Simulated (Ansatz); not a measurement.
**Equation of state of MnP type NiGe**

How stiff is MnP type NiGe under hydrostatic load? Each row relaxes cell and atoms at a set pressure. The phase is followed to these pressures whether or not it stays the stable one.

Calculated with Ansatz 0.2.0, PBEsol, PAW files of the set soft_1, cutoff 600 eV, Fermi–Dirac smearing 0.05 eV, k-mesh 8×13×8, no spin polarisation, no spin-orbit coupling.

Reference cell, relaxed at zero pressure with PBEsol (Pnma): a = 5.3027 Å, b = 3.4488 Å, c = 5.7336 Å, α = 90.00°, β = 90.00°, γ = 90.00°.

```
atom       x       y       z
  Ge  0.3114  0.7500  0.0889
  Ge  0.1886  0.2500  0.5889
  Ge  0.8114  0.7500  0.4111
  Ge  0.6886  0.2500  0.9111
  Ni  0.0071  0.2500  0.1892
  Ni  0.4929  0.7500  0.6892
  Ni  0.5071  0.2500  0.3108
  Ni  0.9929  0.7500  0.8108
```

```
V (Å³/atom)    V/V0  P (GPa)  E − E0 (meV/atom)
    13.4789  1.0284   −4.004                4.8
    12.7163  0.9702    4.996                5.9
    12.3834  0.9448   10.004               21.4
    12.0928  0.9226   15.005               44.0
    11.8343  0.9029   20.009               72.1
```

V0 = 13.1070 Å³ an atom, where the residual pressure P0 is +0.001 GPa. **Question.** Fit the Birch–Murnaghan law and give the pressure and the energy at V = 11.3895 Å³ an atom, a row left out above.

With the Eulerian strain f = ½[(V0/V)^(2/3) − 1] and F = (P − P0)/[3f(1 + 2f)^(5/2)], the third-order law is the line F = B0 + (3/2) B0 (B′ − 4) f.

```
       f  F (GPa)
 0.03523   159.66
 0.02758   158.57
 0.01929   157.22
 0.01019   155.36
−0.00924   151.38
```

A straight line through the 5 rows: the means are 0.01661 for f and 156.44 for F, Σ(Δx)² = 0.001184 and ΣΔxΔy = 0.2231, so the slope is 0.2231/0.001184 = 188.52 and the intercept 156.44 − (188.52)(0.01661) = 153.31.

Hence B0 = 153.3 GPa and B′ = 4 + (188.5)/(1.5 × 153.3) = 4.82. For the withheld volume f = 0.04908, F = 162.56 GPa and P = 30.25 GPa, an extrapolation past the fitted rows. The run itself gives 30.01 GPa, so the estimate misses by 0.24 GPa, more than the largest misfit of the fitted rows (0.04 GPa).

Integrating the same law gives E − E0 = (9/2) B0 V0 f²[1 + (B′ − 4) f] + P0(V0 − V), with 1 GPa Å³ = 6.2415 meV: 141.4 meV an atom. The run itself gives 141.1 meV, so the estimate misses by 0.3 meV, more than the largest misfit of the fitted rows (0.1 meV).

[Logs are printed without paths, hosts, clocks, repeated set-up lines and the standing remarks that a program may print on its own settings, such as how far it seeks lower states.]
